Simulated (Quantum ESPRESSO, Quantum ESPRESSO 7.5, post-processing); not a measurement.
## Pd(110), 5 layers against a metal electrode, stepped through the charge of the slab

What law, if any, do the results for Pd(110), 5 layers against a metal electrode follow against the charge of the slab?

Method: plane-wave DFT, PBE, GBRV ultrasoft pseudopotentials, in Quantum ESPRESSO 7.5.

Most raw output is cut from this account.

## 1. Set-up

The structure is cubic, space group Fm-3m (No. 225). Conventional cell: a = 3.890 Å, b = 3.890 Å, c = 3.890 Å, α = 90.00°, β = 90.00°, γ = 90.00°. Pd has 12 Pd at 2.75 Å nearest.

Coordinates:

```cif
data_structure
_symmetry_space_group_name_H-M 'Fm-3m'
_symmetry_Int_Tables_number 225
_cell_length_a 3.8900
_cell_length_b 3.8900
_cell_length_c 3.8900
_cell_angle_alpha 90.000
_cell_angle_beta 90.000
_cell_angle_gamma 90.000
_cell_volume 58.86
loop_
_atom_site_label
_atom_site_type_symbol
_atom_site_symmetry_multiplicity
_atom_site_Wyckoff_symbol
_atom_site_fract_x
_atom_site_fract_y
_atom_site_fract_z
_atom_site_occupancy
Pd1 Pd 4 a 0.00000 0.00000 0.00000 1
```

Set-up: The slab is relaxed neutral, then held. ESM with bc3: vacuum below and a metal electrode about 6 Å above the top atoms. Cold smearing of 0.02 Ry. Charges are set per cell from the starting area. The slabs take the lattice constants of the bulk relaxed by the same program.

Members 2, 3, 4.5, 6, 7 and 8 took the same steps and show in the table alone.

## 2. Variable-cell relaxation of the reference

The bulk crystal is relaxed in cell and atoms; the members are built on its lattice constants.

Input file ref.vc.in:

```
&control
  prefix = 'ref.vc'
  outdir = './out'
  pseudo_dir = './pseudo'
  nstep = 40
  forc_conv_thr = 0.0003
  calculation = 'vc-relax'
/
&system
  ibrav = 0
  nat = 1
  ntyp = 1
  ecutwfc = 50
  ecutrho = 250
  occupations = 'smearing'
  smearing = 'mv'
  degauss = 0.02
/
&electrons
  conv_thr = 1e-09
  mixing_beta = 0.4
  electron_maxstep = 120
/
&ions
/
&cell
  press_conv_thr = 0.3
/
ATOMIC_SPECIES
  Pd  106.4200  pd_pbe_v1.4.uspp.F.UPF
CELL_PARAMETERS angstrom
  0.00000000000000 1.94500000000000 1.94500000000000
  1.94500000000000 0.00000000000000 1.94500000000000
  1.94500000000000 1.94500000000000 0.00000000000000
ATOMIC_POSITIONS crystal
  Pd  0.000000000000 0.000000000000 0.000000000000
K_POINTS automatic
  18 18 18 0 0 0
```

Run with:

```
> OMP_NUM_THREADS=1 mpirun -n 4 pw.x -nk 4 -in ref.vc.in > ref.vc.out
```

Elapsed: 18 s, on 4 MPI ranks of Arm Neoverse V1, shared host; peak memory 0.22 GiB; 71 s of CPU time.

Relaxation path:

```tsv
step	energy less that of the first step (eV)	largest force (eV/Å)	volume (Å³)
1	0.0000	0.0000	14.72
2	-0.0144	0.0000	15.32
3	-0.0144	0.0000	15.33
4	-0.0154	0.0000	15.33
```

```tsv
conventional cell, symmetrised	before	after	change
a (Å)	3.890	3.943	+1.4 %
b (Å)	3.890	3.943	+1.4 %
c (Å)	3.890	3.943	+1.4 %
volume (Å³/atom)	14.72	15.33	+4.1 %
```

Final coordinates:

```cif
data_structure
_symmetry_space_group_name_H-M 'P 1'
_symmetry_Int_Tables_number 1
_cell_length_a 2.7881
_cell_length_b 2.7881
_cell_length_c 2.7881
_cell_angle_alpha 60.000
_cell_angle_beta 60.000
_cell_angle_gamma 60.000
_cell_volume 15.33
loop_
_atom_site_label
_atom_site_type_symbol
_atom_site_fract_x
_atom_site_fract_y
_atom_site_fract_z
_atom_site_occupancy
Pd1 Pd 0.00000 0.00000 0.00000 1
```

 The last row is no step: it is a fresh SCF in the final cell with a new plane-wave basis, -1 meV from the row before.

Read from the output:

| Item | Value |
| --- | --- |
| free energy | -2703.4946 eV |
| Fermi energy | 17.79 eV |

## 3. Relaxation with pw.x of the reference

What the set-up leaves free in this member is relaxed.

System of this step: Pd(110), 5 layers. The cell holds 5 atoms: 5 Pd. Its edges and angles: a = 3.943 Å, b = 2.788 Å, c = 20.781 Å, α = 90.0°, β = 90.0°, γ = 90.0°. It derives from Pd. Vacuum lies along c.

Input file ref.relax.in:

```
&control
  prefix = 'ref.relax'
  outdir = './out'
  pseudo_dir = './pseudo'
  nstep = 40
  forc_conv_thr = 0.001
  calculation = 'relax'
/
&system
  ibrav = 0
  nat = 5
  ntyp = 1
  ecutwfc = 40
  ecutrho = 200
  occupations = 'smearing'
  smearing = 'mv'
  degauss = 0.02
/
&electrons
  conv_thr = 1e-08
  mixing_beta = 0.4
  electron_maxstep = 120
  mixing_mode = 'local-TF'
/
&ions
/
ATOMIC_SPECIES
  Pd  106.4200  pd_pbe_v1.4.uspp.F.UPF
CELL_PARAMETERS angstrom
  3.94299838600000 0.00000000000000 0.00000000000000
  0.00000000000000 2.78812089694821 0.00000000000000
  0.00000000000000 0.00000000000000 20.78060575019462
ATOMIC_POSITIONS crystal
  Pd  0.000000000000 0.000000000000 0.365830624455
  Pd  0.500000000000 0.500000000000 0.432915312228
  Pd  0.000000000000 0.000000000000 0.500000000000 0 0 0
  Pd  0.500000000000 0.500000000000 0.567084687772
  Pd  0.000000000000 0.000000000000 0.634169375545
K_POINTS automatic
  8 12 1 0 0 0
```

Run with:

```
> OMP_NUM_THREADS=1 mpirun -n 4 pw.x -nk 4 -in ref.relax.in > ref.relax.out
```

Elapsed: 9.8 min, on 4 MPI ranks; peak memory 0.73 GiB.

Step by step:

```tsv
step	energy less that of the first step (eV)	largest force (eV/Å)
1	0.0000	0.5081
2	-0.0189	0.4483
3	-0.0351	0.3801
4	-0.0522	0.2796
5	-0.0649	0.1280
6	-0.0666	0.0836
7	-0.0671	0.0851
8	-0.0678	0.0741
9	-0.0686	0.0422
10	-0.0689	0.0056
```

The atoms that moved most (Å):

```tsv
atom	dx	dy	dz	length
Pd1	0.000	0.000	0.095	0.095
Pd5	0.000	0.000	-0.095	0.095
Pd2	0.000	0.000	-0.041	0.041
Pd4	0.000	0.000	0.041	0.041
```

The relaxation lowers the energy by 14 meV an atom. On the free atoms the largest force ends at 0.006 eV/Å.

Numbers from this step:

* free energy: -13515.2146 eV
* Fermi energy: 2.795 eV

## 4. Ground state, 0 ×10¹³ e/cm²

A run under open boundaries on these atoms gives the vacuum levels.

Input file m2.esm.in:

```
&control
  prefix = 'm2.esm'
  outdir = './out'
  pseudo_dir = './pseudo'
  calculation = 'scf'
  tprnfor = .true.
/
&system
  ibrav = 0
  nat = 5
  ntyp = 1
  ecutwfc = 40
  ecutrho = 200
  occupations = 'smearing'
  smearing = 'mv'
  degauss = 0.02
  assume_isolated = 'esm'
  esm_bc = 'bc3'
  tot_charge = 0.0
/
&electrons
  conv_thr = 1e-08
  mixing_beta = 0.25
  electron_maxstep = 160
  mixing_mode = 'local-TF'
  mixing_ndim = 12
/
ATOMIC_SPECIES
  Pd  106.4200  pd_pbe_v1.4.uspp.F.UPF
CELL_PARAMETERS angstrom
  3.94299838600000 0.00000000000000 0.00000000000000
  0.00000000000000 2.78812089694821 0.00000000000000
  0.00000000000000 0.00000000000000 20.78060575019462
ATOMIC_POSITIONS crystal
  Pd  0.000000000000 0.000000000000 -0.057414290601
  Pd  0.500000000000 0.500000000000 0.003137654099
  Pd  0.000000000000 0.000000000000 0.072182688899
  Pd  0.500000000000 0.500000000000 0.141227723699
  Pd  0.000000000000 0.000000000000 0.201779668399
K_POINTS automatic
  8 12 1 0 0 0
```

Run with:

```
> OMP_NUM_THREADS=1 mpirun -n 4 pw.x -nk 4 -in m2.esm.in > m2.esm.out
```

Run time: 4.9 min. Hardware: 4 MPI ranks; peak memory 0.62 GiB; 20 min of CPU time.

Read from the output:

| Quantity | Value |
| --- | --- |
| Fermi energy | -4.768 eV |
| vacuum line at the lower end of the cell, over the Fermi level | 4.768 eV |
| slope of the potential above | 3.91e-5 eV/Å |
| vacuum line at the upper end of the cell, over the Fermi level | 4.768 eV |

Electrostatic potential energy of an electron; zero at the Fermi level. Table of potential energy, planar mean by z:

z (Å), potential energy, planar mean (eV) and a bar from the least value:
```
    -10.0       4.77 ##############################
     -9.5       4.77 ##############################
     -9.0       4.77 ##############################
     -8.5       4.77 ##############################
     -8.0       4.77 ##############################
     -7.5       4.77 ##############################
     -7.0       4.77 ##############################
     -6.5       4.77 ##############################
     -6.0       4.77 ##############################
     -5.5       4.77 ##############################
     -5.0       4.77 ##############################
     -4.5       4.76 ##############################
     -4.0       4.75 ##############################
     -3.5       4.71 ##############################
     -3.0       4.54 #############################
     -2.5       3.88 ############################
     -2.0       0.88 ####################
     -1.5      -4.08 ######
     -1.0      -5.97 #
     -0.5      -6.37 
      0.0      -6.24 
      0.5      -5.05 ####
      1.0      -4.88 ####
      1.5      -5.94 #
      2.0      -4.87 ####
      2.5      -5.05 ####
      3.0      -6.24 
      3.5      -6.37 
      4.0      -5.97 #
      4.5      -4.07 ######
      5.0       0.89 ####################
      5.5       3.87 ############################
      6.0       4.54 #############################
      6.5       4.71 ##############################
      7.0       4.75 ##############################
      7.5       4.76 ##############################
      8.0       4.77 ##############################
      8.5       4.77 ##############################
      9.0       4.77 ##############################
      9.5       4.77 ##############################
     10.0       4.77 ##############################
```

Inside the slab this potential holds the local part of the pseudopotentials, which can be repulsive at the nuclei; only its value in the vacuum has a meaning of its own.

## 5. SCF with pw.x, 1 ×10¹³ e/cm²

m3.esm.in is the input of step 4 with these lines changed:

```diff
@@ -1,3 +1,3 @@
 &control
-  prefix = 'm2.esm'
+  prefix = 'm3.esm'
   outdir = './out'
@@ -18,3 +18,3 @@
   esm_bc = 'bc3'
-  tot_charge = 0.0
+  tot_charge = 0.0107
 /
@@ -26,2 +26,3 @@
   mixing_ndim = 12
+  startingpot = 'file'
 /
```

Run with:

```
> cp -r out/m2.esm.save out/m3.esm.save
> OMP_NUM_THREADS=1 mpirun -n 4 pw.x -nk 4 -in m3.esm.in > m3.esm.out
```

Run time: 2.9 min. Hardware: 4 MPI ranks; peak memory 0.69 GiB; 12 min of CPU time.

This step gave:

| Item | Value |
| --- | --- |
| Fermi energy | -5.627 eV |
| vacuum line at the lower end of the cell, over the Fermi level | 4.769 eV |
| slope of the potential above | 0.1771 eV/Å |
| vacuum line at the upper end of the cell, over the Fermi level | 5.628 eV |

Inside the slab this potential holds the local part of the pseudopotentials, which can be repulsive at the nuclei; only its value in the vacuum has a meaning of its own.

## 6. Self-consistent run, -1.5 ×10¹³ e/cm²

m1.esm.in is the input of step 5 with these lines changed:

```diff
@@ -1,3 +1,3 @@
 &control
-  prefix = 'm3.esm'
+  prefix = 'm1.esm'
   outdir = './out'
@@ -18,3 +18,3 @@
   esm_bc = 'bc3'
-  tot_charge = 0.0107
+  tot_charge = -0.01605
 /
```

Run with:

```
> cp -r out/m2.esm.save out/m1.esm.save
> OMP_NUM_THREADS=1 mpirun -n 4 pw.x -nk 4 -in m1.esm.in > m1.esm.out
```

Run time: 3.1 min. Hardware: 4 MPI ranks; peak memory 0.66 GiB.

Numbers from this step:

- Fermi energy: -3.492 eV
- vacuum line at the lower end of the cell, over the Fermi level: 4.763 eV
- slope of the potential above: -0.2655 eV/Å
- vacuum line at the upper end of the cell, over the Fermi level: 3.491 eV

Inside the slab this potential holds the local part of the pseudopotentials, which can be repulsive at the nuclei; only its value in the vacuum has a meaning of its own.

## 7. Ground state, -3 ×10¹³ e/cm²

m0.esm.in is the input of step 6 with these lines changed:

```diff
@@ -1,3 +1,3 @@
 &control
-  prefix = 'm1.esm'
+  prefix = 'm0.esm'
   outdir = './out'
@@ -18,3 +18,3 @@
   esm_bc = 'bc3'
-  tot_charge = -0.01605
+  tot_charge = -0.0321
 /
```

Run with:

```
> cp -r out/m1.esm.save out/m0.esm.save
> OMP_NUM_THREADS=1 mpirun -n 4 pw.x -nk 4 -in m0.esm.in > m0.esm.out
```

Run time: 2.9 min. Hardware: 4 MPI ranks; peak memory 0.74 GiB; 12 min of CPU time.

Read from the output:

- Fermi energy: -2.235 eV
- vacuum line at the lower end of the cell, over the Fermi level: 4.758 eV
- slope of the potential above: -0.5309 eV/Å
- vacuum line at the upper end of the cell, over the Fermi level: 2.233 eV

Inside the slab this potential holds the local part of the pseudopotentials, which can be repulsive at the nuclei; only its value in the vacuum has a meaning of its own.

## 8. The series side by side

The series in one table:

```tsv
the charge of the slab (positive: electrons removed)	electrode's level over the Fermi level (eV)	far face's level over the Fermi level (eV)	field in the gap (eV/Å)
-3 ×10¹³ e/cm²	2.233	4.758	-0.5309
-1.5 ×10¹³ e/cm²	3.491	4.763	-0.2655
0 ×10¹³ e/cm²	4.768	4.768	3.915e-05
1 ×10¹³ e/cm²	5.628	4.769	0.1771
2 ×10¹³ e/cm²	6.494	4.776	0.3541
3 ×10¹³ e/cm²	7.365	4.777	0.5311
4.5 ×10¹³ e/cm²	8.682	4.782	0.7966
6 ×10¹³ e/cm²	10.01	4.793	1.062
7 ×10¹³ e/cm²	10.9	4.796	1.239
8 ×10¹³ e/cm²	11.79	4.8	1.416
```

## 9. By hand

Last interval: C = Δσ/ΔV = 0.00097 e/Å² / 0.894 V × 1602 = 1.74 µF/cm².

## 10. What came out

| Item | Value |
| --- | --- |
| mean capacitance at positive charge | 1.78 μF/cm² |
| effective gap ε₀/C | 4.98 Å |
| top atoms to electrode | 6.20 Å |

What this shows: The series holds 10 members; mean capacitance at positive charge: 1.78 μF/cm²; effective gap ε₀/C: 4.98 Å; top atoms to electrode: 6.20 Å (PBE, GBRV ultrasoft). Interval by interval C lies between 1.74 and 1.86 µF/cm². The far face's level moves by 0.04 eV over the series: the slab screens like a metal, and averaged over the positive charges the image plane lies 1.21 Å above the top atoms. The labels count charge on the starting cell; on the relaxed cell the densities are 0.973 times as large. Vacuum fills the gap; ions don't answer the charge; added electrons can spill towards the electrode at the most negative charges.

[Logs are printed without paths, hosts, clocks, repeated set-up lines and the standing remarks that a program may print on its own settings, such as how far it seeks lower states.]

[Hosts, paths, dates, database ids (printed as entryN), source tags and the programs' standing remarks are cut or masked in the printed files.]

[Maps of the electrostatic potential energy from Ansatz leave out the sawtooth potential of an applied field or a dipole correction, so their vacuum need not be flat; planar profiles and work functions include it.]
